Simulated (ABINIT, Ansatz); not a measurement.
# Lithium (Im-3m): from the cell to the phonon bands, part 2 of 4

How does Lithium (Im-3m) vibrate, and is this structure a minimum?

ABINIT 10.8.3; DFT LDA, scalar-relativistic, plane waves, PseudoDojo norm-conserving pseudopotentials.

So far. Step 3 (Self-consistent run for the response): The cell stands at -0.33 GPa: the relaxation ran with a smoothed and higher cutoff and on another k mesh.

**5. Modes with the sum rule**

anaddb reads the merged derivatives and imposes the acoustic sum rule.

Contents of anaddb.abi:

```
ddb_filepath "gamma_DDB"
output_file "anaddb.abo"
outdata_prefix "anaddb"
asr 1
chneut 1
enunit 2
eivec 1
nph1l 1
qph1l 0.0 0.0 0.0 1.0
```

Contents of mrgddb.in:

```
gamma_DDB
merged
2
dfpt_gammao_DDB
gso_DDB
```

Command:

```
$ mrgddb < mrgddb.in > mrgddb.log
$ OMP_NUM_THREADS=1 anaddb anaddb.abi > anaddb.log
```

Numbers of over 12 decimals in the logs are rounded to 6 here.

anaddb.abo, the main output file:

```text
-outvars_anaddb: echo values of input variables ----------------------

 Miscellaneous information :
      enunit         2
       eivec         1
         asr         1
 First list of wavevector (reduced coord.) :
       nph1l         1
       qph1l
                     0.00000000E+00  0.00000000E+00  0.00000000E+00    1.000E+00

================================================================================

 read the DDB information and perform some checks

  ==== Info on the Cryst% object ====
 Real(R)+Recip(G) space primitive vectors, cartesian coordinates (Bohr,Bohr^-1):
 R(1)=  3.1799591  3.1799591  3.1799591  G(1)=  0.1572347  0.0000000  0.1572347
 R(2)= -3.1799591  3.1799591  3.1799591  G(2)= -0.1572347  0.1572347  0.0000000
 R(3)= -3.1799591 -3.1799591  3.1799591  G(3)=  0.0000000 -0.1572347  0.1572347
 Unit cell volume ucvol=  1.2862477E+02 bohr^3
 Angles (23,13,12)=  7.05287794E+01  1.09471221E+02  7.05287794E+01 degrees
 Time-reversal symmetry is present
 Reduced atomic positions [iatom, xred, symbol]:
    1)    0.0000000  0.0000000  0.0000000  Li

 DDB file with 3 blocks has been read.

================================================================================

 Treat the first list of vectors

  Phonon wavevector (reduced coordinates) :  0.00000  0.00000  0.00000
 Phonon energies in Hartree :
   0.000000E+00  0.000000E+00  0.000000E+00
 Phonon energies in meV     :
-  0.000000E+00  0.000000E+00  0.000000E+00
 Phonon frequencies in cm-1    :
-  0.000000E+00  0.000000E+00  0.000000E+00
 Phonon frequencies in Thz     :
-  0.000000E+00  0.000000E+00  0.000000E+00
 Phonon energies in Kelvin  :
-  0.000000E+00  0.000000E+00  0.000000E+00

 Eigendisplacements
 (will be given, for each mode : in cartesian coordinates
   for each atom the real part of the displacement vector,
   then the imaginary part of the displacement vector - absolute values smaller than 1.0d-7 are set to zero)
  Mode number    1   Energy    0.000000E+00
 Attention : low frequency mode.
   (Could be unstable or acoustic mode)
-  1  0.00000000E+00  0.00000000E+00  8.89014669E-03
-     0.00000000E+00  0.00000000E+00  0.00000000E+00
  Mode number    2   Energy    0.000000E+00
 Attention : low frequency mode.
   (Could be unstable or acoustic mode)
-  1  0.00000000E+00  8.89014669E-03  0.00000000E+00
-     0.00000000E+00  0.00000000E+00  0.00000000E+00
  Mode number    3   Energy    0.000000E+00
 Attention : low frequency mode.
   (Could be unstable or acoustic mode)
-  1  8.89014669E-03  0.00000000E+00  0.00000000E+00
-     0.00000000E+00  0.00000000E+00  0.00000000E+00

 Analysis of degeneracies and characters (maximum tolerance=1.00E-06 a.u.)
 For each vibration mode, or group of modes if degenerate,
 the characters are given for each symmetry operation (see the list in the log file).
 Symmetry characters of vibration mode #   1
       degenerate with vibration modes #   2 to    3
  3.0 -3.0 -1.0  1.0 -1.0  1.0 -1.0  1.0  1.0 -1.0 -1.0  1.0  1.0 -1.0 -1.0  1.0
 -0.0  0.0 -0.0  0.0 -0.0  0.0  0.0 -0.0  1.0 -1.0 -1.0  1.0 -1.0  1.0  1.0 -1.0
  0.0 -0.0 -0.0  0.0  0.0 -0.0  0.0 -0.0  1.0 -1.0  1.0 -1.0 -1.0  1.0 -1.0  1.0
-
```

It took 0.52 s on 1 thread of Arm Neoverse V2, shared host.

Zone-centre frequencies as printed; negative means imaginary. Modes:

```
mode  frequency (cm⁻¹)
   1                 0
   2                 0
   3                 0
```

**6. Linear response on the mesh**

Linear response treats each wavevector in the unit cell, with no supercell; the 4×4×4 mesh fixes the range of the force constants to be had.

Contents of dfpt_q.abi:

```
ndtset 7

# wavevectors
qpt1 0.25 0.0 0.0
qpt2 0.5 0.0 0.0
qpt3 0.5 0.25 0.0
qpt4 0.25 0.25 0.25
qpt5 0.5 0.25 0.25
qpt6 0.25 -0.25 0.25
qpt7 0.5 0.5 0.5

# displacements
getwfk_filepath "gso_WFK"
getwfq_filepath "gso_WFK"
kptopt 3
nqpt 1
rfphon 1
rfatpol 1 1
rfdir 1 1 1
tolvrs 1.0d-10
prtwf 0

# basis, mesh and filling
ecut 33.0
ngkpt 16 16 16
nshiftk 1
shiftk 0.0 0.0 0.0
istwfk *1
occopt 7
tsmear 0.01
nband 6
nstep 100
diemac 1000000.0
prtebands 0
prtgsr 0
useylm 1

# cell and atoms
acell 3*1.0 Angstrom
rprim 
    1.682761889 1.682761889 1.682761889
    -1.682761889 1.682761889 1.682761889
    -1.682761889 -1.682761889 1.682761889
ntypat 1
znucl 3
natom 1
typat 1
xred 
    0.0 0.0 0.0
pp_dirpath "./pseudo"
pseudos "Li.upf"
```

Command:

```
$ OMP_NUM_THREADS=1 mpirun -n 4 abinit dfpt_q.abi > dfpt_q.log
```

dfpt_q.abo, the main output file:

```text
[banners, grids, parts of the stress and lines that vanish by symmetry left out]
- input  file    -> dfpt_q.abi
- output file    -> dfpt_q.abo
- root for input  files -> dfpt_qi
[...]
DATASET    1 : space group Im -3 m (#229); Bravais cI (body-center cubic)
[...]
nfft =       27000          nkpt =        4096
[...]
DATASET    2 : space group Im -3 m (#229); Bravais cI (body-center cubic)
[...]
nfft =       27000          nkpt =        4096
[...]
DATASET    3 : space group Im -3 m (#229); Bravais cI (body-center cubic)
[...]
nfft =       27000          nkpt =        4096
[...]
DATASET    4 : space group Im -3 m (#229); Bravais cI (body-center cubic)
[...]
nfft =       27000          nkpt =        4096
[...]
DATASET    5 : space group Im -3 m (#229); Bravais cI (body-center cubic)
[...]
nfft =       27000          nkpt =        4096
[...]
DATASET    6 : space group Im -3 m (#229); Bravais cI (body-center cubic)
[...]
nfft =       27000          nkpt =        4096
[...]
DATASET    7 : space group Im -3 m (#229); Bravais cI (body-center cubic)
[...]
nfft =       27000          nkpt =        4096
[...]
== DATASET  1 ==================================================================
[...]
cutoff_energies: {ecut:  33.0, pawecutdg:  -1.0, }
[...]
Perturbation : displacement of atom   1   along direction   1
[...]
-ETOT  1   6.099038     -1.045E+03 1.202E+01 1.232E+05
 ETOT  2  0.617452     -5.482E+00 6.835E-03 6.164E+03
 ETOT  3  0.341615     -2.758E-01 4.196E-04 5.405E+00
 ETOT  4  0.341386     -2.296E-04 2.158E-06 8.125E-02
 ETOT  5  0.341382     -3.837E-06 2.355E-08 1.437E-03
[...]
At SCF step   10       vres2   =  5.95E-13 < tolvrs=  1.00E-10 =>converged.
[...]
Perturbation : displacement of atom   1   along direction   2
[...]
-ETOT  1  0.249653     -1.035E+03 1.200E+01 1.477E+00
[...]
At SCF step    9       vres2   =  2.38E-11 < tolvrs=  1.00E-10 =>converged.
[...]
Phonon wavevector (reduced coordinates) :  0.25000  0.00000  0.00000
 Phonon energies in Hartree :
[...]
Phonon frequencies in cm-1    :
-  3.289710E+01  1.350558E+02  2.348321E+02
[...]
== DATASET  2 ==================================================================
[...]
cutoff_energies: {ecut:  33.0, pawecutdg:  -1.0, }
[...]
Perturbation : displacement of atom   1   along direction   1
[...]
-ETOT  1   1.341454     -1.049E+03 1.205E+01 3.007E+03
[...]
At SCF step    8       vres2   =  7.32E-11 < tolvrs=  1.00E-10 =>converged.
[...]
Perturbation : displacement of atom   1   along direction   2
[...]
-ETOT  1  0.310192     -1.035E+03 1.201E+01 1.779E+00
[...]
At SCF step    9       vres2   =  7.47E-12 < tolvrs=  1.00E-10 =>converged.
[...]
Phonon wavevector (reduced coordinates) :  0.50000  0.00000  0.00000
 Phonon energies in Hartree :
[...]
Phonon frequencies in cm-1    :
-  5.543527E+01  1.921284E+02  3.349202E+02
[...]
== DATASET  3 ==================================================================
[...]
cutoff_energies: {ecut:  33.0, pawecutdg:  -1.0, }
[...]
Perturbation : displacement of atom   1   along direction   1
[...]
-ETOT  1   1.836109     -1.050E+03 1.205E+01 7.525E+03
[...]
Perturbation : displacement of atom   1   along direction   2
[...]
-ETOT  1  0.948612     -1.042E+03 1.203E+01 1.933E+03
[...]
Perturbation : displacement of atom   1   along direction   3
[...]
-ETOT  1  0.338862     -1.035E+03 1.201E+01 2.012E+00
[...]
Phonon wavevector (reduced coordinates) :  0.50000  0.25000  0.00000
 Phonon energies in Hartree :
[...]
Phonon frequencies in cm-1    :
-  1.304014E+02  2.585481E+02  3.096861E+02
[...]
== DATASET  4 ==================================================================
[...]
cutoff_energies: {ecut:  33.0, pawecutdg:  -1.0, }
[...]
Perturbation : displacement of atom   1   along direction   1
[...]
-ETOT  1   1.533503     -1.041E+03 1.203E+01 1.069E+04
[...]
Phonon wavevector (reduced coordinates) :  0.25000  0.25000  0.25000
 Phonon energies in Hartree :
[...]
Phonon frequencies in cm-1    :
-  2.244688E+02  2.317618E+02  2.317618E+02
[...]
== DATASET  5 ==================================================================
[...]
cutoff_energies: {ecut:  33.0, pawecutdg:  -1.0, }
[...]
Perturbation : displacement of atom   1   along direction   1
[...]
-ETOT  1   1.129523     -1.045E+03 1.227E+01 8.155E+02
[...]
Perturbation : displacement of atom   1   along direction   2
[...]
-ETOT  1  0.711106     -1.039E+03 1.660E+01 1.429E+02
[...]
Phonon wavevector (reduced coordinates) :  0.50000  0.25000  0.25000
 Phonon energies in Hartree :
[...]
Phonon frequencies in cm-1    :
-  2.240600E+02  2.911884E+02  3.256665E+02
[...]
== DATASET  6 ==================================================================
[...]
cutoff_energies: {ecut:  33.0, pawecutdg:  -1.0, }
[...]
Perturbation : displacement of atom   1   along direction   1
[...]
-ETOT  1  0.843227     -1.042E+03 1.203E+01 2.662E+02
[...]
At SCF step    8       vres2   =  1.04E-11 < tolvrs=  1.00E-10 =>converged.
[...]
Phonon wavevector (reduced coordinates) :  0.25000 -0.25000  0.25000
 Phonon energies in Hartree :
[...]
Phonon frequencies in cm-1    :
-  2.737595E+02  2.737595E+02  2.737595E+02
[...]
== DATASET  7 ==================================================================
[...]
cutoff_energies: {ecut:  33.0, pawecutdg:  -1.0, }
[...]
Perturbation : displacement of atom   1   along direction   1
[...]
-ETOT  1   1.133298     -1.042E+03 1.204E+01 6.592E+00
[...]
ETOT  8  0.937350     -1.933E-11 1.771E-11 5.968E-10
 ETOT  9  0.937350     -4.775E-12 1.830E-01 3.030E-12
 At SCF step    9       vres2   =  3.03E-12 < tolvrs=  1.00E-10 =>converged.
[...]
Phonon wavevector (reduced coordinates) :  0.50000  0.50000  0.50000
 Phonon energies in Hartree :
[...]
Phonon frequencies in cm-1    :
-  3.429747E+02  3.429747E+02  3.429747E+02
[...]
fcart7     0.0000000000E+00  0.0000000000E+00  0.0000000000E+00
       
================================================================================
```

The job ended after 17 min (4 MPI ranks).

Read from the output:

```yaml
lowest_mode_on_the_q_mesh_acoustic_ones_at_the_zone_centre_apart: 32.9 cm⁻¹
```

Frequencies (cm⁻¹) before the sum rule at the irreducible wavevectors but Γ, which is solved apart; negative means imaginary. Frequencies by wavevector:

```csv
q (fractions),star,mode 1,mode 2,mode 3
0.25 0 0,12,32.9,135.1,234.8
0.5 0 0,6,55.44,192.1,334.9
0.5 0.25 0,24,130.4,258.6,309.7
0.25 0.25 0.25,6,224.5,231.8,231.8
0.5 0.25 0.25,12,224.1,291.2,325.7
0.25 -0.25 0.25,2,273.8,273.8,273.8
0.5 0.5 0.5,1,343,343,343
```

**7. Dispersion**

anaddb transforms the dynamical matrices to force constants and back along the path; points of the mesh come back as solved, but for the sum rule and, in polar crystals, the LO-TO term at Γ; the rest is interpolation.

Contents of anaddb.abi:

```
ddb_filepath "all_DDB"
output_file "anaddb.abo"
outdata_prefix "anaddb"
ifcflag 1
ngqpt 4 4 4
nqshft 1
q1shft 0.0 0.0 0.0
asr 1
chneut 0
dipdip 0
dipquad 0
quadquad 0
enunit 0
eivec 0
nph1l 62
qph1l 
    0.0 0.0 0.0 1.0
    0.05 0.05 -0.05 1.0
    0.1 0.1 -0.1 1.0
    0.15 0.15 -0.15 1.0
    0.2 0.2 -0.2 1.0
    0.25 0.25 -0.25 1.0
    0.3 0.3 -0.3 1.0
    0.35 0.35 -0.35 1.0
    0.4 0.4 -0.4 1.0
    0.45 0.45 -0.45 1.0
    0.5 0.5 -0.5 1.0
    0.5 0.45 -0.5 1.0
    0.5 0.4 -0.5 1.0
    0.5 0.35 -0.5 1.0
    0.5 0.3 -0.5 1.0
    0.5 0.25 -0.5 1.0
    0.5 0.2 -0.5 1.0
    0.5 0.15 -0.5 1.0
    0.5 0.1 -0.5 1.0
    0.5 0.05 -0.5 1.0
    0.5 0.0 -0.5 1.0
    0.45 0.0 -0.45 1.0
    0.4 0.0 -0.4 1.0
    0.35 0.0 -0.35 1.0
    0.3 0.0 -0.3 1.0
    0.25 0.0 -0.25 1.0
    0.2 0.0 -0.2 1.0
    0.15 0.0 -0.15 1.0
    0.1 0.0 -0.1 1.0
    0.05 0.0 -0.05 1.0
    0.0 0.0 0.0 1.0
    0.075 0.025 -0.025 1.0
    0.15 0.05 -0.05 1.0
    0.225 0.075 -0.075 1.0
    0.3 0.1 -0.1 1.0
    0.375 0.125 -0.125 1.0
    0.45 0.15 -0.15 1.0
    0.525 0.175 -0.175 1.0
    0.6 0.2 -0.2 1.0
    0.675 0.225 -0.225 1.0
    0.75 0.25 -0.25 1.0
    0.725 0.275 -0.275 1.0
    0.7 0.3 -0.3 1.0
    0.675 0.325 -0.325 1.0
    0.65 0.35 -0.35 1.0
    0.625 0.375 -0.375 1.0
    0.6 0.4 -0.4 1.0
    0.575 0.425 -0.425 1.0
    0.55 0.45 -0.45 1.0
    0.525 0.475 -0.475 1.0
    0.5 0.5 -0.5 1.0
    0.75 0.25 -0.25 1.0
    0.725 0.225 -0.275 1.0
    0.7 0.2 -0.3 1.0
    0.675 0.175 -0.325 1.0
    0.65 0.15 -0.35 1.0
    0.625 0.125 -0.375 1.0
    0.6 0.1 -0.4 1.0
    0.575 0.075 -0.425 1.0
    0.55 0.05 -0.45 1.0
    0.525 0.025 -0.475 1.0
    0.5 0.0 -0.5 1.0
```

Contents of mrgddb.in:

```
all_DDB
merged
8
dfpt_gammao_DDB
dfpt_qo_DS1_DDB
dfpt_qo_DS2_DDB
dfpt_qo_DS3_DDB
dfpt_qo_DS4_DDB
dfpt_qo_DS5_DDB
dfpt_qo_DS6_DDB
dfpt_qo_DS7_DDB
```

Command:

```
$ mrgddb < mrgddb.in > mrgddb.log
$ OMP_NUM_THREADS=1 anaddb anaddb.abi > anaddb.log
```

anaddb.abo, the main output file:

```text
[banners, grids, parts of the stress and lines that vanish by symmetry left out]
-outvars_anaddb: echo values of input variables ----------------------

 Flags :
[...]
Phonon wavevector (reduced coordinates) :  0.00000  0.00000  0.00000
 Phonon energies in Hartree :
[...]
Phonon frequencies in cm-1    :
-  0.000000E+00  0.000000E+00  0.000000E+00
[...]
Phonon wavevector (reduced coordinates) :  0.05000  0.05000 -0.05000
 Phonon energies in Hartree :
[...]
Phonon frequencies in cm-1    :
-  3.655217E+01  3.655217E+01  5.947738E+01
[...]
Phonon wavevector (reduced coordinates) :  0.10000  0.10000 -0.10000
 Phonon energies in Hartree :
[...]
Phonon frequencies in cm-1    :
-  7.990684E+01  7.990684E+01  1.149408E+02
[...]
Phonon wavevector (reduced coordinates) :  0.15000  0.15000 -0.15000
 Phonon energies in Hartree :
[...]
Phonon frequencies in cm-1    :
-  1.304209E+02  1.304209E+02  1.621312E+02
  Phonon wavevector (reduced coordinates) :  0.20000  0.20000 -0.20000
 Phonon energies in Hartree :
[...]
Phonon frequencies in cm-1    :
-  1.830807E+02  1.830807E+02  1.981612E+02
  Phonon wavevector (reduced coordinates) :  0.25000  0.25000 -0.25000
 Phonon energies in Hartree :
[...]
Phonon frequencies in cm-1    :
-  2.244899E+02  2.317821E+02  2.317821E+02
  Phonon wavevector (reduced coordinates) :  0.30000  0.30000 -0.30000
 Phonon energies in Hartree :
[...]
Phonon frequencies in cm-1    :
-  2.479045E+02  2.723837E+02  2.723837E+02
  Phonon wavevector (reduced coordinates) :  0.35000  0.35000 -0.35000
 Phonon energies in Hartree :
[...]
Phonon frequencies in cm-1    :
-  2.755698E+02  3.034880E+02  3.034880E+02
  Phonon wavevector (reduced coordinates) :  0.40000  0.40000 -0.40000
 Phonon energies in Hartree :
[...]
Phonon frequencies in cm-1    :
-  3.069539E+02  3.253920E+02  3.253920E+02
  Phonon wavevector (reduced coordinates) :  0.45000  0.45000 -0.45000
 Phonon energies in Hartree :
[...]
Phonon frequencies in cm-1    :
-  3.328943E+02  3.385608E+02  3.385608E+02
  Phonon wavevector (reduced coordinates) :  0.50000  0.50000 -0.50000
 Phonon energies in Hartree :
[...]
Phonon frequencies in cm-1    :
-  3.429885E+02  3.429885E+02  3.429885E+02
  Phonon wavevector (reduced coordinates) :  0.50000  0.45000 -0.50000
 Phonon energies in Hartree :
[...]
Phonon frequencies in cm-1    :
-  3.372502E+02  3.407807E+02  3.413683E+02
  Phonon wavevector (reduced coordinates) :  0.50000  0.40000 -0.50000
 Phonon energies in Hartree :
[...]
Phonon frequencies in cm-1    :
-  3.206133E+02  3.342970E+02  3.371383E+02
  Phonon wavevector (reduced coordinates) :  0.50000  0.35000 -0.50000
 Phonon energies in Hartree :
[...]
Phonon frequencies in cm-1    :
-  2.946745E+02  3.238161E+02  3.319251E+02
[...]
Phonon wavevector (reduced coordinates) :  0.67500  0.17500 -0.32500
 Phonon energies in Hartree :
[...]
Phonon frequencies in cm-1    :
-  2.176265E+02  2.629881E+02  3.127817E+02
  Phonon wavevector (reduced coordinates) :  0.65000  0.15000 -0.35000
 Phonon energies in Hartree :
[...]
Phonon frequencies in cm-1    :
-  1.951416E+02  2.542517E+02  3.212656E+02
  Phonon wavevector (reduced coordinates) :  0.62500  0.12500 -0.37500
 Phonon energies in Hartree :
[...]
Phonon frequencies in cm-1    :
-  1.706244E+02  2.430361E+02  3.273842E+02
  Phonon wavevector (reduced coordinates) :  0.60000  0.10000 -0.40000
 Phonon energies in Hartree :
[...]
Phonon frequencies in cm-1    :
-  1.442111E+02  2.299820E+02  3.313449E+02
  Phonon wavevector (reduced coordinates) :  0.57500  0.07500 -0.42500
 Phonon energies in Hartree :
[...]
Phonon frequencies in cm-1    :
-  1.164977E+02  2.163533E+02  3.335549E+02
  Phonon wavevector (reduced coordinates) :  0.55000  0.05000 -0.45000
 Phonon energies in Hartree :
[...]
Phonon frequencies in cm-1    :
-  8.904106E+01  2.040471E+02  3.345509E+02
  Phonon wavevector (reduced coordinates) :  0.52500  0.02500 -0.47500
 Phonon energies in Hartree :
[...]
Phonon frequencies in cm-1    :
-  6.575297E+01  1.953258E+02  3.348759E+02
  Phonon wavevector (reduced coordinates) :  0.50000  0.00000 -0.50000
 Phonon energies in Hartree :
[...]
Phonon frequencies in cm-1    :
-  5.552031E+01  1.921530E+02  3.349343E+02
-
```

It took 0.52 s on 1 thread.

Numbers from this step:

```
lowest frequency on the path : -16.23 cm⁻¹
```

Anaddb. The phonon branches at the labelled points (cm⁻¹):

```
    point  branch 1  branch 2  branch 3
        Γ         0         0         0
  halfway       224       232       232
        H       343       343       343
  halfway       224       291       326
        N        56       192       335
  halfway        33       135       235
        Γ         0         0         0
  halfway       148       148       263
        P       274       274       274
  halfway       169       315       315
        H       343       343       343
jump to P       274       274       274
  halfway       171       243       327
        N        56       192       335
```

The phonon branches as a text plot (rows in cm⁻¹):

```
    336 |          *****   ****                         ***   ***
    321 |         *   *****    *                     ***     *
    306 |        **     *       *            ***  ***   *   *
    291 |              * *                  *    *         *
    276 |       **        *                     *          *
    261 |               *                  *   *       *   ***
    246 |       *
    231 |     **         *       *        *   *  *            *
    216 |                  *                 *        *     *
    201 |    *              *     *                          * **
    186 |    *            *  ***         *  *     *
    171 |                       *                    *
    156 |   *                                      *
    141 |                        * *       *        *         *
    126 |   *                           *
    111 |  *               *      *       *
     96 |                           *                          *
     81 |  *                       *
     66 | *                 *          * *                      *
     51 |                    ****   **
     36 | *                      *      *
     21 |                         *  * *
      6 |*                            *
     -9 |                          ***
         Γ           H       N        Γ         P        H|P    N
```

The path dips to 16i cm⁻¹ between the solved wavevectors, whose modes are all real, so the dip may come from the interpolation.

(Part 2 of 4 ends here.)

[Host names and launcher messages were left out of these logs when they were recorded.]

[Logs are printed without paths, hosts, clocks, repeated set-up lines and the standing remarks that a program may print on its own settings, such as how far it seeks lower states.]

[Hosts, paths, dates, database ids (printed as entryN), source tags and the programs' standing remarks are cut or masked in the printed files.]
